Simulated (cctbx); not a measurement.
# Cd2CoO4 with cctbx, script by script

Library: cctbx 2025.11. The data are simulated by the first script.

## 1. Simulate the data

run.py:

```python
from cctbx import adptbx, crystal, miller, sgtbx, xray
from cctbx.array_family import flex
from iotbx.shelx import hklf
from scitbx import matrix
import scitbx.random

cs = crystal.symmetry(unit_cell=(5.264, 5.264, 25.47, 90, 90, 90), space_group_symbol='Hall: I 4bw 2aw -1bw')  # I4_1/acd
atoms = [  # label, site, U (iso, or U11 U22 U33 U12 U13 U23 in A^2), occupancy
    ("Cd1", (0.5, 0, 0.4251), 0.0080, 1),
    ("Co1", (0, 0, 0), 0.0080, 1),
    ("O1", (0.3074, 0.6926, 0.25), 0.0123, 1),
    ("O2", (0.5, 0, 0.3336), 0.0131, 1),
]
xs = xray.structure(crystal_symmetry=cs)
for label, site, u, occ in atoms:
    u = adptbx.u_cif_as_u_star(cs.unit_cell(), u) if isinstance(u, tuple) else u
    xs.add_scatterer(xray.scatterer(label, site=site, u=u, occupancy=occ))
xs.set_inelastic_form_factors(0.56087, "sasaki")
xs.show_summary()
p1 = xs.expand_to_p1()
ms = miller.build_set(p1, anomalous_flag=True, d_min=1.1)
flex.set_random_seed(902592)
scitbx.random.set_random_seed(902592)
ms = ms.select(flex.random_double(ms.size()) < 0.95)
i = ms.structure_factors_from_scatterers(p1, algorithm="direct").f_calc().as_intensity_array().data()
i = i * 70000 / flex.max(i)
sig = flex.sqrt(i + flex.pow2(0.02 * i) + 8 ** 2)
noise = scitbx.random.variate(scitbx.random.normal_distribution())(i.size())
data = ms.array(data=i + sig * noise, sigmas=sig).set_observation_type_xray_intensity()
with open("data.hkl", "w") as f:
    data.export_as_shelx_hklf(f)
print("reflections written:", data.size(), " <I/sigma> = %.1f" % flex.mean(data.data() / data.sigmas()))
for h, a, b in list(data.sort("data"))[:12]:
    print("%4d%4d%4d %9.1f %7.1f" % (h + (a, b)))
```

```console
$ python run.py
```

```text
Number of scatterers: 4
At special positions: 4
Unit cell: (5.264, 5.264, 25.47, 90, 90, 90)
Space group: I 41/a c d :1 (No. 142)
reflections written: 2116  <I/sigma> = 5.8
  -2   0   0   70801.6  1424.8
   0  -2   0   69660.4  1424.8
   2   0   0   69455.9  1424.8
   0   2   0   68111.8  1424.8
   2   2   0   66006.0  1341.6
   2  -2   0   65559.9  1341.6
  -2  -2   0   64436.6  1341.6
   0   0  12   63326.0  1290.0
   1   1   6   48570.4   967.1
   1  -1   6   47852.4   967.1
  -1   1  -6   47708.6   967.1
   1  -1  -6   47659.1   967.1
```

Run time: 0.37 s on 1 thread of Arm Neoverse N1 (shared host), peak memory 0.07 GiB.

## 2. Refinement (right model)

run.py:

```python
import math
from cctbx import adptbx, crystal, maptbx, sgtbx, xray
from cctbx.array_family import flex
from cctbx.xray import observations
from iotbx.shelx import hklf
from scitbx.lstbx import normal_eqns_solving
from smtbx import absolute_structure, utils
from smtbx.refinement import constraints, least_squares

cs = crystal.symmetry(unit_cell=(5.264, 5.264, 25.47, 90, 90, 90), space_group_symbol='Hall: I 4bw 2aw -1bw')  # I4_1/acd
atoms = [  # label, site, U (iso, or U11 U22 U33 U12 U13 U23 in A^2), occupancy
    ("Cd1", (0.5, 0, 0.4246), 0.0200, 1),
    ("Co1", (0, 0, 0), 0.0200, 1),
    ("O1", (0.3069, 0.6931, 0.25), 0.0200, 1),
    ("O2", (0.5, 0, 0.3335), 0.0200, 1),
]
xs = xray.structure(crystal_symmetry=cs)
for label, site, u, occ in atoms:
    u = adptbx.u_cif_as_u_star(cs.unit_cell(), u) if isinstance(u, tuple) else u
    xs.add_scatterer(xray.scatterer(label, site=site, u=u, occupancy=occ))
xs.set_inelastic_form_factors(0.56087, "sasaki")
raw = hklf.reader(file_name="data.hkl").as_miller_arrays(crystal_symmetry=cs, anomalous=True)[0]
merged = raw.eliminate_sys_absent().merge_equivalents()
fo2 = merged.array().set_observation_type_xray_intensity()
print("Rint %.3f, %d unique reflections to %.2f A" % (merged.r_int(), fo2.size(), fo2.d_min()))
for sc in xs.scatterers():
    sc.flags.set_grad_site(True)
    sc.flags.set_grad_u_aniso(sc.flags.use_u_aniso())
    sc.flags.set_grad_u_iso(sc.flags.use_u_iso())
obs = fo2.as_xray_observations()
extra = {}
rep = constraints.reparametrisation(xs, [], utils.connectivity_table(xs), **extra)
ls = least_squares.crystallographic_ls(obs, rep, weighting_scheme=least_squares.mainstream_shelx_weighting(a=0, b=0))
print("cycle     R1     wR2    GooF  max shift (A)")
for cycle in range(8):
    ls.build_up()
    r1, wr2, goof = ls.r1_factor(cutoff_factor=2)[0], ls.wR2(), ls.goof()
    old = xs.sites_cart()
    normal_eqns_solving.levenberg_marquardt_iterations(ls, n_max_iterations=3, tau=1e-06, step_threshold=1e-7)
    big = flex.max((xs.sites_cart() - old).norms())
    print("%4d %7.4f %7.4f %7.3f %9.5f" % (cycle + 1, r1, wr2, goof, big))
    ls.build_up(objective_only=True)
    if abs(ls.wR2() - wr2) < 5e-5 and big < 5e-4:
        break
ls.build_up()
print("final R1 %.4f wR2 %.4f GooF %.3f  parameters %d  data/parameter %.1f" % (ls.r1_factor(cutoff_factor=2)[0], ls.wR2(), ls.goof(), ls.n_parameters, fo2.size() / ls.n_parameters))
cov = ls.covariance_matrix_and_annotations()
su = dict(zip(cov.annotations, (math.sqrt(max(v, 0)) for v in cov.matrix.matrix_packed_u_diagonal())))
a2 = cs.unit_cell().reciprocal_parameters()[0] ** -2
print("atom        x        y        z      Ueq    occ   su(xyz)  su(Uiso or U11)")
for sc in xs.scatterers():
    s = max(su.get(sc.label + k, 0) for k in (".x", ".y", ".z"))
    npd = "" if sc.is_positive_definite_u(cs.unit_cell()) else "  NPD"
    print("%-5s %8.5f %8.5f %8.5f %8.4f %6.3f %8.5f %7.4f%s" % ((sc.label,) + sc.site + (sc.u_iso_or_equiv(cs.unit_cell()), sc.occupancy, s, su.get(sc.label + ".uiso", su.get(sc.label + ".u11", 0) * a2), npd)))
fo = fo2.f_sq_as_f()
fc = fo.structure_factors_from_scatterers(xs, algorithm="direct").f_calc()
diff = fo.f_obs_minus_f_calc(1 / math.sqrt(ls.scale_factor()), fc).average_bijvoet_mates()
m = diff.fft_map(symmetry_flags=maptbx.use_space_group_symmetry, resolution_factor=0.25).apply_volume_scaling()
print("difference map: max %.2f min %.2f rms %.2f" % (m.statistics().max(), m.statistics().min(), m.statistics().sigma()))
peaks = m.peak_search(parameters=maptbx.peak_search_parameters(min_distance_sym_equiv=0.6, max_clusters=6)).all()
near = xs.closest_distances(peaks.sites(), distance_cutoff=4)
sps = cs.special_position_settings(min_distance_sym_equiv=0.5)
for k, (x, h) in enumerate(zip(peaks.sites(), peaks.heights())):
    ss = sps.site_symmetry(x)
    print("Q%-3d %7.4f %7.4f %7.4f %4d %7.2f  %.2f A from %s" % ((k + 1,) + tuple(t % 1 for t in ss.exact_site()) + (ss.multiplicity(), h, near.smallest_distances[k], xs.scatterers()[near.i_seqs[k]].label)))
```

```console
$ python run.py
```

```text
Rint 0.015, 74 unique reflections to 1.10 A
cycle     R1     wR2    GooF  max shift (A)
   1  0.0596  0.1381  10.734   0.01268
   2  0.0045  0.0118   0.918   0.00000
final R1 0.0045 wR2 0.0118 GooF 0.918  parameters 7  data/parameter 10.6
atom        x        y        z      Ueq    occ   su(xyz)  su(Uiso or U11)
Cd1    0.50000  0.00000  0.42510   0.0081  1.000  0.00001  0.0002
Co1    0.00000  0.00000  0.00000   0.0081  1.000  0.00000  0.0002
O1     0.30752  0.69248  0.25000   0.0128  1.000  0.00024  0.0005
O2     0.50000  0.00000  0.33363   0.0133  1.000  0.00007  0.0006
difference map: max 0.10 min -0.16 rms 0.04
Q1    0.0780  0.1786  0.3234   32    0.10  1.03 A from Cd1
Q2    0.1160  0.0974  0.6174   32    0.10  1.17 A from O2
Q3    0.0546  0.2642  0.0634   32    0.08  1.31 A from Cd1
Q4    0.1955  0.2500  0.3750   16    0.07  1.98 A from O2
Q5    0.0603  0.1677  0.9579   32    0.06  1.41 A from O2
Q6    0.0656  0.1459  0.5323   32    0.06  1.18 A from Co1
```

Time: 0.51 s.

## 3. Simulate the data

run.py, as its changes from the last script of this kind:

```diff
@@ -21 +21 @@
-ms = miller.build_set(p1, anomalous_flag=True, d_min=1.1)
+ms = miller.build_set(p1, anomalous_flag=True, d_min=0.84)
```

```console
$ python run.py
```

```text
Number of scatterers: 4
At special positions: 4
Unit cell: (5.264, 5.264, 25.47, 90, 90, 90)
Space group: I 41/a c d :1 (No. 142)
reflections written: 4730  <I/sigma> = 5.2
   0  -2   0   72488.6  1424.8
   0   2   0   70613.3  1424.8
  -2   0   0   69884.1  1424.8
   2   0   0   69757.1  1424.8
  -2  -2   0   68513.4  1341.6
  -2   2   0   65703.9  1341.6
   2   2   0   64395.5  1341.6
   0   0  12   63313.5  1290.0
   0   0 -12   62783.6  1290.0
   1  -1  -6   48206.2   967.1
   1   1   6   48040.7   967.1
  -1  -1   6   47318.1   967.1
```

Time: 0.4 s.

## 4. Refinement (right model)

run.py, as its changes from the last script of this kind:

```diff
@@ -12 +12 @@
-    ("Cd1", (0.5, 0, 0.4246), 0.0200, 1),
+    ("Cd1", (0.5, 0, 0.4241), 0.0200, 1),
@@ -14,2 +14,2 @@
-    ("O1", (0.3069, 0.6931, 0.25), 0.0200, 1),
-    ("O2", (0.5, 0, 0.3335), 0.0200, 1),
+    ("O1", (0.3056, 0.6944, 0.25), 0.0200, 1),
+    ("O2", (0.5, 0, 0.3343), 0.0200, 1),
@@ -21,0 +22 @@
+xs.convert_to_anisotropic()
```

```console
$ python run.py
```

```text
Rint 0.018, 158 unique reflections to 0.84 A
cycle     R1     wR2    GooF  max shift (A)
   1  0.1093  0.2503  18.910   0.02554
   2  0.0054  0.0129   0.977   0.00096
   3  0.0054  0.0128   0.966   0.00016
final R1 0.0054 wR2 0.0128 GooF 0.966  parameters 17  data/parameter 9.3
atom        x        y        z      Ueq    occ   su(xyz)  su(Uiso or U11)
Cd1    0.50000  0.00000  0.42510   0.0080  1.000  0.00001  0.0015
Co1    0.00000  0.00000  0.00000   0.0079  1.000  0.00000  0.0001
O1     0.30716  0.69284  0.25000   0.0123  1.000  0.00021  0.0004
O2     0.50000  0.00000  0.33364   0.0133  1.000  0.00006  0.0156
difference map: max 0.30 min -0.32 rms 0.09
Q1    0.0315  0.1273  0.6756   32    0.32  0.69 A from Cd1
Q2    0.1211  0.1998  0.2248   32    0.29  0.74 A from O1
Q3    0.9957  0.1858  0.3019   32    0.29  1.14 A from Cd1
Q4    0.0249  0.1724  0.3518   32    0.27  1.14 A from Cd1
Q5    0.9839  0.2332  0.0806   32    0.24  1.23 A from O2
Q6    0.0191  0.0645  0.7718   32    0.24  1.40 A from Cd1
```

Time: 0.6 s.

## 5. Simulate the data

run.py, as its changes from the last script of this kind:

```diff
@@ -21 +21 @@
-ms = miller.build_set(p1, anomalous_flag=True, d_min=0.84)
+ms = miller.build_set(p1, anomalous_flag=True, d_min=0.6)
```

```console
$ python run.py
```

```text
Number of scatterers: 4
At special positions: 4
Unit cell: (5.264, 5.264, 25.47, 90, 90, 90)
Space group: I 41/a c d :1 (No. 142)
reflections written: 13012  <I/sigma> = 4.3
   0  -2   0   72111.5  1424.8
   0   2   0   71088.1  1424.8
   2   0   0   69640.9  1424.8
  -2   0   0   69159.3  1424.8
   2  -2   0   67450.7  1341.6
   2   2   0   66936.8  1341.6
  -2  -2   0   65196.3  1341.6
  -2   2   0   64828.3  1341.6
   0   0  12   64147.0  1290.0
   0   0 -12   62383.2  1290.0
   1   1  -6   48006.6   967.1
   1  -1   6   47984.0   967.1
```

Time: 0.47 s.

## 6. Refinement (right model)

run.py, as its changes from the last script of this kind:

```diff
@@ -12 +12 @@
-    ("Cd1", (0.5, 0, 0.4241), 0.0200, 1),
+    ("Cd1", (0.5, 0, 0.4237), 0.0200, 1),
@@ -14,2 +14,2 @@
-    ("O1", (0.3056, 0.6944, 0.25), 0.0200, 1),
-    ("O2", (0.5, 0, 0.3343), 0.0200, 1),
+    ("O1", (0.3079, 0.6921, 0.25), 0.0200, 1),
+    ("O2", (0.5, 0, 0.3328), 0.0200, 1),
```

```console
$ python run.py
```

```text
Rint 0.022, 435 unique reflections to 0.60 A
cycle     R1     wR2    GooF  max shift (A)
   1  0.1935  0.4558  29.278   0.03574
   2  0.0066  0.0150   0.965   0.00032
   3  0.0066  0.0150   0.961   0.00001
final R1 0.0066 wR2 0.0150 GooF 0.961  parameters 17  data/parameter 25.6
atom        x        y        z      Ueq    occ   su(xyz)  su(Uiso or U11)
Cd1    0.50000  0.00000  0.42510   0.0080  1.000  0.00000  0.0018
Co1    0.00000  0.00000  0.00000   0.0080  1.000  0.00000  0.0000
O1     0.30733  0.69267  0.25000   0.0123  1.000  0.00015  0.0002
O2     0.50000  0.00000  0.33362   0.0130  1.000  0.00004  0.0202
difference map: max 0.86 min -0.69 rms 0.19
Q1    0.0001  0.0729  0.4169   32    0.89  0.38 A from O2
Q2    0.0549  0.1104  0.4648   32    0.73  1.11 A from Co1
Q3    0.0949  0.1506  0.6730   32    0.57  0.94 A from Cd1
Q4    0.0732  0.1394  0.0062   32    0.54  0.84 A from Co1
Q5    0.0016  0.1635  0.0402   32    0.54  1.34 A from Co1
Q6    0.0509  0.1370  0.2422   32    0.53  0.83 A from O1
```

Run time: 0.63 s on 1 thread of Arm Neoverse N1 (shared host), peak memory 0.09 GiB.

[Logs are printed without paths, hosts, clocks, repeated set-up lines and the standing remarks that a program may print on its own settings, such as how far it seeks lower states.]
